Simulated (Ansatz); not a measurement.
# Σ5 (310) boundary in fcc Ir: structure and resistance

Wanted: what the Σ5 (310) boundary in fcc Ir costs an interconnect.

Program: Ansatz 0.2.0. Level of theory: Ansatz plane-wave DFT, PBEsol, PAW files; relaxation of a bicrystal slab with its lowest layers held; PAW set soft_1, in the first sound run; inputs show where later runs differ. Results are calculated unless marked as measured.

This is a report of a sequence of runs, with most program output left out.

**1. Set-up**

The cell holds 32 atoms: 32 Ir. Its edges and angles: a = 6.071 Å, b = 3.839 Å, c = 30.426 Å, α = 90.0°, β = 90.0°, γ = 90.0°. It derives from Ir. built on the (3 1 0) plane; 2 overlapping atoms removed and the grains opened by 0 Å. Vacuum lies along c.

**2. Relaxing the bicrystal**

The boundary is built by mirroring the lower grain in the boundary plane and removing any atoms that overlap. A thin bicrystal slab is relaxed first, with the lowest layers held and the upper grain free to shift and open.

Contents of input.yaml:

```yaml
crystal:
  lattice:
    - [6.0706244242, 0.0, 0.0]
    - [0.0, 3.8394, 0.0]
    - [0.0, 0.0, 30.4259981568]
  atoms:
    - { symbol: Ir, position: [0.2000000001, 0.0, 0.1643331461] }
    - { symbol: Ir, position: [0.9000000001, 0.5, 0.1842852423] }
    - { symbol: Ir, position: [0.6000000001, 0.0, 0.2042373385] }
    - { symbol: Ir, position: [0.3000000001, 0.5, 0.2241894347] }
    - { symbol: Ir, position: [1.0e-10, 0.0, 0.2441415309] }
    - { symbol: Ir, position: [0.7000000001, 0.5, 0.2640936271] }
    - { symbol: Ir, position: [0.4000000001, 0.0, 0.2840457233] }
    - { symbol: Ir, position: [0.1, 0.5, 0.3039978195] }
[... 20 atom lines left out ...]
    - { symbol: Ir, position: [0.5000000001, 0.5, 0.7429439361] }
    - { symbol: Ir, position: [0.8000000001, 0.0, 0.7628960323] }
    - { symbol: Ir, position: [0.1000000001, 0.5, 0.7828481285] }
    - { symbol: Ir, position: [0.4000000001, 0.0, 0.8028002247] }
kpoints:
  mp_grid: { grid: [4, 6, 1] }
hamiltonian:
  xc: pbesol
  pseudopotentials: { kind: paw, azcp: { folder: soft_1 }, xc_functional: pbe }
scf:
  occupations: { method: fermi_dirac, width: 0.1 }
relax:
  f_tol: 0.03
  max_steps: 80
  constraints: [{ sites: [0, 1, 2, 3, 4] }]
```

Run with:

```sh
ansatz run input.yaml --threads 4 --pin off --max-ram 15360MiB --backend cpu --events-out ev --progress --plain --runs-dir out
```

Run time: 16 min. Hardware: 4 threads of Arm Neoverse V1, shared host; peak memory 4.8 GiB; 62 min of CPU time.

The steps of the relaxation:

```csv
step,energy less that of the first step (eV),largest force component (eV/Å)
1,0.0000,2.2502
2,-0.4715,0.9284
3,-0.7262,0.3194
4,-0.8453,0.2796
5,-0.9144,0.1612
6,-0.9492,0.1599
7,-0.9619,0.1212
8,-0.9648,0.0335
9,-0.9651,0.0143
```

The run keeps the 2 symmetry operations that it works with, so distortions that break them were not tested.

The atoms that moved most (Å):

```csv
atom,dx,dy,dz,length
Ir32,-0.678,0.000,-0.482,0.831
Ir16,-0.751,0.000,-0.180,0.773
Ir27,-0.698,0.000,-0.302,0.760
Ir28,-0.687,0.000,-0.317,0.756
Ir31,-0.622,0.000,-0.412,0.746
Ir20,-0.661,0.000,-0.311,0.731
Ir23,-0.657,0.000,-0.302,0.724
Ir30,-0.645,0.000,-0.322,0.721
```

Final coordinates:

```cif
data_structure
_symmetry_space_group_name_H-M 'P 1'
_symmetry_Int_Tables_number 1
_cell_length_a 6.0706
_cell_length_b 3.8394
_cell_length_c 30.4260
_cell_angle_alpha 90.000
_cell_angle_beta 90.000
_cell_angle_gamma 90.000
_cell_volume 709.16
loop_
_atom_site_label
_atom_site_type_symbol
_atom_site_fract_x
_atom_site_fract_y
_atom_site_fract_z
_atom_site_occupancy
Ir1 Ir 0.20000 0.00000 0.16433 1
Ir2 Ir 0.90000 0.50000 0.18429 1
Ir3 Ir 0.60000 0.00000 0.20424 1
Ir4 Ir 0.30000 0.50000 0.22419 1
Ir5 Ir 0.00000 0.00000 0.24414 1
Ir6 Ir 0.69583 0.50000 0.26212 1
Ir7 Ir 0.40149 0.00000 0.28293 1
Ir8 Ir 0.09997 0.50000 0.30299 1
Ir9 Ir 0.80219 0.00000 0.32136 1
Ir10 Ir 0.50394 0.50000 0.34301 1
Ir11 Ir 0.20079 0.00000 0.36292 1
Ir12 Ir 0.90507 0.50000 0.38271 1
Ir13 Ir 0.60036 0.00000 0.39934 1
Ir14 Ir 0.30503 0.50000 0.42303 1
Ir15 Ir 0.98524 0.00000 0.43885 1
Ir16 Ir 0.47621 0.00000 0.47766 1
Ir17 Ir 0.79604 0.50000 0.49322 1
Ir18 Ir 0.09115 0.00000 0.51789 1
Ir19 Ir 0.39480 0.50000 0.53378 1
Ir20 Ir 0.69106 0.00000 0.55316 1
Ir21 Ir 0.99573 0.50000 0.57406 1
Ir22 Ir 0.29427 0.00000 0.59522 1
Ir23 Ir 0.59170 0.50000 0.61330 1
Ir24 Ir 0.89151 0.00000 0.63377 1
Ir25 Ir 0.19162 0.50000 0.65370 1
Ir26 Ir 0.49313 0.00000 0.67401 1
Ir27 Ir 0.78506 0.50000 0.69312 1
Ir28 Ir 0.08688 0.00000 0.71256 1
Ir29 Ir 0.39454 0.50000 0.73429 1
Ir30 Ir 0.69372 0.00000 0.75232 1
Ir31 Ir 0.99753 0.50000 0.76931 1
Ir32 Ir 0.28837 0.00000 0.78697 1
```

This step gave:

```
free energy             : -377601.5210 eV
energy at zero smearing : -377600.9552 eV
Fermi energy            : 14.40 eV
```

The largest force component on a free atom ends at 0.014 eV/Å, under the tolerance of 0.03, after 9 steps.

**3. Transmission across the boundary**

Bulk layers of each grain are laid under and over the relaxed boundary, and a lead is named in the middle of each, away from the free faces. The mesh across the current, 10×16, is finer than the density's, because channels open and close sharply across the zone. Energies from -0.1 to 0.1 eV in steps of 0.05 eV are too few for the program's thermal sum, so it prints no conductance; for a metal the transmission near the Fermi level serves, at a fraction of the cost.

This step: Ansatz plane-wave DFT, PBEsol, PAW files; ballistic transport by layer matching (Landauer), zero bias; boundary relaxed in a short slab, bulk layers laid on; PAW set soft_1 (Ansatz 0.2.0).

System of this step: Σ5 (310) boundary in fcc Ir. The cell holds 72 atoms: 72 Ir. Cell: a = 6.071 Å, b = 3.839 Å, c = 51.422 Å, α = 90.0°, β = 90.0°, γ = 90.0°. It derives from Ir. Regions: lower grain, 29 atoms (29 Ir); boundary, 20 atoms (20 Ir); upper grain, 23 atoms (23 Ir). Vacuum lies along c.

Contents of input.yaml:

```yaml
crystal:
  lattice:
    - [6.0706244242, 0.0, 0.0]
    - [0.0, 3.8394, 0.0]
    - [0.0, 0.0, 51.4221025045]
  atoms:
    - { symbol: Ir, position: [11.7000000003, -19.5, 0.0777875623] }
    - { symbol: Ir, position: [11.4000000003, -19.0, 0.0895930391] }
    - { symbol: Ir, position: [11.1000000003, -18.5, 0.101398516] }
    - { symbol: Ir, position: [10.8000000003, -18.0, 0.1132039929] }
    - { symbol: Ir, position: [10.5000000003, -17.5, 0.1250094698] }
    - { symbol: Ir, position: [10.2000000003, -17.0, 0.1368149467] }
    - { symbol: Ir, position: [9.9000000003, -16.5, 0.1486204236] }
    - { symbol: Ir, position: [9.6000000002, -16.0, 0.1604259004] }
[... 60 atom lines left out ...]
    - { symbol: Ir, position: [8.8915077052, -15.0, 0.8867960071] }
    - { symbol: Ir, position: [9.1915077052, -15.5, 0.898601484] }
    - { symbol: Ir, position: [9.4915077052, -16.0, 0.9104069609] }
    - { symbol: Ir, position: [9.7915077052, -16.5, 0.9222124377] }
kpoints:
  mp_grid: { grid: [4, 7, 1] }
hamiltonian:
  xc: pbesol
  pseudopotentials: { kind: paw, azcp: { folder: soft_1 }, xc_functional: pbe }
scf:
  occupations: { method: fermi_dirac, width: 0.1 }
output:
  transmission:
    leads: [[15, 16], [59, 60]]
    kmesh: [10, 16]
    e_range: [-0.1, 0.1]
    de: 0.05
  write_potential: true
  write_density: true
  volumetric_format: npy
  elf: true
```

The job ended after 34 min (4 threads; peak memory 11 GiB; 2.1 h of CPU time).

This step gave:

| Quantity | Value |
| --- | --- |
| free energy | -849619.4317 eV |
| energy at zero smearing | -849618.2191 eV |
| Fermi energy | 20.95 eV |
| cell area | 23.31 Å² |
| transmission per spin nearest the Fermi level | 2.394 |
| open channels per spin nearest the Fermi level | 6.125 |
| open channels per spin, upper lead | 6.125 |
| step of the lead's potential | 20 meV |
| step of the upper lead's potential | 22 meV |

Per spin. The transmission, zone mean by energy, zero at the Fermi level:

```csv
energy (eV),"transmission, zone mean"
-0.1000,2.34
-0.0500,2.37
0.0000,2.39
0.0500,2.38
0.1000,2.41
```

Per spin. Table of open channels, zone mean by energy, zero at the Fermi level:

```csv
energy (eV),lead,upper lead
-0.1000,6.04,6.04
-0.0500,6.14,6.16
0.0000,6.12,6.12
0.0500,6.19,6.21
0.1000,6.26,6.26
```

Transmission over k1 and k2. At 0.0000 eV from the Fermi level.

Ten even steps from '0' (1.03) to '9' (4.44):
```
2200020002
0233030332
0245424542
1113343311
4543464345
4465494564
5566767665
4696878696
5566767665
4465494564
4543464345
1113343311
0245424542
0233030332
2200020002
4201242102
```
Columns: k1 (b1) from -0.5 to 0.4; rows upwards: k2 (b2) from -0.5 to 0.438.

Open channels over k1 and k2. At 0.0000 eV from the Fermi level.

Ten even steps from '0' (4.00) to '9' (9.00):
```
4422282224
4642262246
4664424466
0000262000
4442262244
4464484464
8888646888
8898848898
8888646888
4464484464
4442262244
0000262000
4664424466
4642262246
4422282224
8404484404
```
Columns: k1 (b1) from -0.5 to 0.4; rows upwards: k2 (b2) from -0.5 to 0.438.

Electrostatic potential energy in the ca plane at fractional y = 0.000, with atoms of Ir within 0.2 Å of it. With pseudopotentials it is smooth inside the atoms' cores, unlike the true potential.

Values in eV, 9 rows by 16 columns, each cell a mean:
```
  7  15  22 -10 -47  11   7  15  22  -9 -47  13  26  26  26  26
 22  -5   2  -3 -36  15  22  -5   1  -2 -37  15  25  26  26  26
 18 -40 -28  18  13  18  18 -39 -29  18  13  18  24  26  26  26
 10 -18  -9  23  13 -25   9 -17 -10  22  14 -24  12  26  26  26
  1  19  15  16   2 -52   0  19  15  16   3 -52   0  25  26  26
 14  22 -13 -25  12 -17  14  22 -12 -26  12 -16  14  26  26  26
  8  16 -25 -39  19  19   9  16 -24 -40  18  22  25  26  26  26
-42  -8   7   0  21  15 -40  -9   7   0  22  25  26  26  26  26
-44  -9  22  13   0  12 -43 -10  22  14   0  22  26  26  26  26
```
Columns run along c (16.0 Å, from fractional 0.69 to 1.00 of the cell; values clipped at the 3rd and 97th percentile), rows up along a (6.1 Å). Atoms in or near the plane, at fractional coordinates: Ir at (0.70, 0.09), Ir at (0.72, 0.69), Ir at (0.75, 0.29), Ir at (0.77, 0.89), Ir at (0.79, 0.49), Ir at (0.82, 0.09), Ir at (0.84, 0.69), Ir at (0.86, 0.29), Ir at (0.89, 0.89), Ir at (0.91, 0.49).

Valence density in the ca plane at fractional y = 0.000, with atoms of Ir within 0.2 Å of it. It is the smooth field of the valence electrons, not physical close to the nuclei.

Ten even steps from '0' (0.0 e/Å³) to '9' (9.6 e/Å³), each cell a mean:
```
01100000014773000111000000268510000000000000
00000000016994100000000000389720000000000000
00001210014773000000121000267510000000000000
00025741001221000001466200022100000000000000
00048961000000000001698400000000000000000000
00037851000000110001587300000011100000000000
10013320000002553100233100000136410000000000
30000000000004896100000000000269830000000000
30000000100004885100000011000169730000000000
10000013431001442000000144200024310000000000
00000027972000000000001489510000000000000000
00000027973000000000001489510000000000000000
13310014541000001232000255200000000000000000
48841000110000002686200011000000000000000000
69951000000000003897200000000000000000000000
36630000001221001574100000022100000000000000
```
Columns run along c (16.0 Å, from fractional 0.69 to 1.00 of the cell), rows up along a (6.1 Å). Atoms in or near the plane, at fractional coordinates: Ir at (0.70, 0.09), Ir at (0.72, 0.69), Ir at (0.75, 0.29), Ir at (0.77, 0.89), Ir at (0.79, 0.49), Ir at (0.82, 0.09), Ir at (0.84, 0.69), Ir at (0.86, 0.29), Ir at (0.89, 0.89), Ir at (0.91, 0.49).

ELF in the ca plane at fractional y = 0.000, with atoms of Ir within 0.2 Å of it. It is the smooth field of the valence electrons, not physical close to the nuclei.

Values, 9 rows by 16 columns, each cell a mean:
```
0.34 0.31 0.21 0.43 0.53 0.33 0.34 0.31 0.21 0.42 0.54 0.32 0.13 0.05 0.01 0.00
0.22 0.41 0.38 0.41 0.54 0.27 0.21 0.41 0.38 0.43 0.53 0.30 0.18 0.09 0.02 0.00
0.26 0.52 0.49 0.27 0.32 0.28 0.26 0.52 0.49 0.27 0.31 0.29 0.26 0.15 0.02 0.00
0.34 0.47 0.42 0.19 0.30 0.51 0.35 0.47 0.43 0.19 0.30 0.51 0.34 0.17 0.03 0.00
0.38 0.25 0.32 0.27 0.38 0.53 0.39 0.25 0.32 0.27 0.38 0.52 0.41 0.14 0.02 0.00
0.29 0.19 0.44 0.50 0.33 0.47 0.30 0.19 0.44 0.50 0.33 0.47 0.28 0.09 0.01 0.00
0.35 0.29 0.48 0.52 0.25 0.26 0.35 0.29 0.48 0.53 0.26 0.23 0.16 0.04 0.00 0.00
0.55 0.42 0.35 0.39 0.22 0.27 0.54 0.43 0.35 0.39 0.24 0.16 0.07 0.01 0.00 0.00
0.54 0.42 0.20 0.31 0.39 0.33 0.54 0.43 0.20 0.31 0.39 0.22 0.08 0.02 0.00 0.00
```
Columns run along c (16.0 Å, from fractional 0.69 to 1.00 of the cell), rows up along a (6.1 Å). Atoms in or near the plane, at fractional coordinates: Ir at (0.70, 0.09), Ir at (0.72, 0.69), Ir at (0.75, 0.29), Ir at (0.77, 0.89), Ir at (0.79, 0.49), Ir at (0.82, 0.09), Ir at (0.84, 0.69), Ir at (0.86, 0.29), Ir at (0.89, 0.89), Ir at (0.91, 0.49).

Over the solved energies the transmission per spin lies between 2.34 and 2.41, out of 6.15 channels of the lead on average (up to 6.26).

**4. Specific resistance**

This step: Ansatz plane-wave DFT, PBEsol, PAW files; ballistic transport by layer matching (Landauer), zero bias; specific resistance of the boundary; PAW set soft_1 (Ansatz 0.2.0).

Numbers from this step:

```yaml
area_resistance: 0.7742 fΩ m²
t_over_the_leads_mean_channel_count: 0.3870
```

Averaged over the energies near the Fermi level, 38.7 % of the channels pass, which makes 0.774 fΩ m².

By hand, with T and the leads' channels N averaged over the energies near the Fermi level: RA = A (h/2e²)(1/T − ½[1/N₁ + 1/N₂]) = 23.31×10⁻²⁰ m² × 12 906 Ω × (1/2.382 − ½[1/6.15 + 1/6.16]) = 0.774 fΩ m².

**5. Single-crystal slab for reference**

The free faces cost energy too. A single-crystal slab with the same faces and held layers is relaxed, so that they cancel.

This step: Ansatz plane-wave DFT, PBEsol, PAW files; relaxation of a single-crystal slab with its lowest layers held; PAW set soft_1 (Ansatz 0.2.0).

System of this step: Ir slab, plane (3, 1, 0). The cell holds 33 atoms: 33 Ir. Its edges and angles: a = 6.071 Å, b = 3.839 Å, c = 30.426 Å, α = 90.0°, β = 90.0°, γ = 90.0°. It derives from Ir. Vacuum lies along c.

Contents of input.yaml:

```yaml
crystal:
  lattice:
    - [6.0706244242, 0.0, 0.0]
    - [0.0, 3.8394, 0.0]
    - [0.0, 0.0, 30.4259981568]
  atoms:
    - { symbol: Ir, position: [0.6000000002, 0.0, 0.1643331461] }
    - { symbol: Ir, position: [0.3000000002, 0.5, 0.1842852423] }
    - { symbol: Ir, position: [2.0e-10, 0.0, 0.2042373385] }
    - { symbol: Ir, position: [0.7000000002, 0.5, 0.2241894347] }
    - { symbol: Ir, position: [0.4000000002, 0.0, 0.2441415309] }
    - { symbol: Ir, position: [0.1000000002, 0.5, 0.2640936271] }
    - { symbol: Ir, position: [0.8000000002, 0.0, 0.2840457233] }
    - { symbol: Ir, position: [0.5000000002, 0.5, 0.3039978195] }
[... 21 atom lines left out ...]
    - { symbol: Ir, position: [0.9, 0.5, 0.7429439361] }
    - { symbol: Ir, position: [0.6, 0.0, 0.7628960323] }
    - { symbol: Ir, position: [0.3, 0.5, 0.7828481285] }
    - { symbol: Ir, position: [0.0, 0.0, 0.8028002247] }
kpoints:
  mp_grid: { grid: [4, 6, 1] }
hamiltonian:
  xc: pbesol
  pseudopotentials: { kind: paw, azcp: { folder: soft_1 }, xc_functional: pbe }
scf:
  occupations: { method: fermi_dirac, width: 0.1 }
relax:
  f_tol: 0.03
  max_steps: 80
  constraints: [{ sites: [0, 1, 2, 3, 4] }]
```

The job ended after 11 min (4 threads; peak memory 4.9 GiB).

The steps of the relaxation:

```csv
step,energy less that of the first step (eV),largest force component (eV/Å)
1,0.0000,2.2089
2,-0.3178,0.8675
3,-0.3920,0.1154
4,-0.3958,0.0463
5,-0.3952,0.0866
6,-0.3962,0.0103
```

Relaxation step 5 was tried and not accepted.

The atoms that moved most (Å):

```csv
atom,dx,dy,dz,length
Ir33,0.010,0.000,-0.275,0.275
Ir32,-0.048,0.000,-0.206,0.212
Ir31,-0.017,0.000,-0.124,0.125
Ir29,0.022,0.000,-0.112,0.114
Ir28,0.029,0.000,-0.088,0.093
Ir24,-0.005,0.000,-0.087,0.087
Ir27,-0.007,0.000,-0.085,0.085
Ir26,-0.006,0.000,-0.083,0.083
```

The relaxed structure:

```xyz
33
Lattice="6.0706 0.0000 0.0000 0.0000 3.8394 0.0000 0.0000 0.0000 30.4260" Properties=species:S:1:pos:R:3
Ir    3.6424    0.0000    5.0000
Ir    1.8212    1.9197    5.6071
Ir    0.0000    0.0000    6.2141
Ir    4.2494    1.9197    6.8212
Ir    2.4282    0.0000    7.4282
Ir    0.5851    1.9197    7.9748
Ir    4.8647    0.0000    8.5977
Ir    3.0359    1.9197    9.2143
Ir    1.2209    0.0000    9.7995
Ir    5.4732    1.9197   10.4214
Ir    3.6558    0.0000   11.0191
Ir    1.8317    1.9197   11.6262
Ir    0.0088    0.0000   12.2379
Ir    4.2586    1.9197   12.8358
Ir    2.4342    0.0000   13.4364
Ir    0.6116    1.9197   14.0470
Ir    4.8576    0.0000   14.6513
Ir    3.0330    1.9197   15.2547
Ir    1.2105    0.0000   15.8627
Ir    5.4583    1.9197   16.4634
Ir    3.6385    0.0000   17.0605
Ir    1.8110    1.9197   17.6785
Ir   -0.0119    0.0000   18.2834
Ir    4.2447    1.9197   18.8758
Ir    2.4260    0.0000   19.4971
Ir    0.6012    1.9197   20.0935
Ir    4.8500    0.0000   20.6987
Ir    3.0641    1.9197   21.3024
Ir    1.2362    0.0000   21.8860
Ir    5.4354    1.9197   22.5501
Ir    3.6255    0.0000   23.0883
Ir    1.7733    1.9197   23.6128
Ir    0.0097    0.0000   24.1508
```

This step gave:

```
free energy             : -389404.6631 eV
energy at zero smearing : -389404.0969 eV
Fermi energy            : 15.04 eV
```

The largest force component on a free atom ends at 0.010 eV/Å, under the tolerance of 0.03, after 6 steps.

**6. Bulk reference**

The perfect crystal gives the energy per atom, for the atoms by which bicrystal and slab differ.

This step: Ansatz plane-wave DFT, PBEsol, PAW files; bulk reference; PAW set soft_1 (Ansatz 0.2.0).

System of this step: Ir. The structure is cubic, space group Fm-3m (No. 225). The conventional cell has a = 3.839 Å, b = 3.839 Å, c = 3.839 Å, α = 90.00°, β = 90.00°, γ = 90.00°. Nearest to Ir lie 12 Ir at 2.71 Å.

input.yaml, the sections that differ from step 5:

```yaml
crystal:
  lattice:
    - [0.0, 1.9197, 1.9197]
    - [1.9197, 0.0, 1.9197]
    - [1.9197, 1.9197, 0.0]
  atoms:
    - { symbol: Ir, position: [0.0, 0.0, 0.0] }
kpoints:
  mp_grid: { grid: [19, 19, 19] }
# hamiltonian, scf: as in step 5
# relax: removed
```

Elapsed: 0.7 s, on 4 threads; peak memory 0.28 GiB; 2.1 s of CPU time.

Numbers from this step:

| Property | Result |
| --- | --- |
| free energy | -11800.4547 eV |
| energy at zero smearing | -11800.4374 eV |
| Fermi energy | 25.61 eV |

**7. Boundary energy**

This step: Ansatz plane-wave DFT, PBEsol, PAW files; bicrystal less single-crystal slab less bulk atoms, a boundary area; PAW set soft_1 (Ansatz 0.2.0).

This step gave:

```
excess energy of the cell : 2.704 eV
boundary energy           : 1.859 J/m²
```

The boundary costs 1.9 J/m².

By hand: 2.70 eV / 23.31 Å² × 16.02 = 1.86 J/m².

**8. What came out**

| Item | Value |
| --- | --- |
| specific resistance of the boundary | 0.774 fΩ m² |
| share of channels that pass | 0.387 |
| boundary energy | 1.86 J/m² |

The boundary has a specific resistance of 0.77 fΩ m² and an energy of 1.9 J/m². The boundary reflects 61 % of the channels; 0.77 fΩ m² is 7.7×10⁻¹² Ω·cm². In the relaxation the upper grain slid sideways by about 0.7 Å, so the result belongs to the position that it found, not to the starting one. One starting structure was relaxed; another shift or atom count at the boundary may lie lower. Spin-orbit coupling is left out, which matters for Ir.

[Logs are printed without paths, hosts, clocks, repeated set-up lines and the standing remarks that a program may print on its own settings, such as how far it seeks lower states.]

[Hosts, paths, dates, database ids (printed as entryN), source tags and the programs' standing remarks are cut or masked in the printed files.]
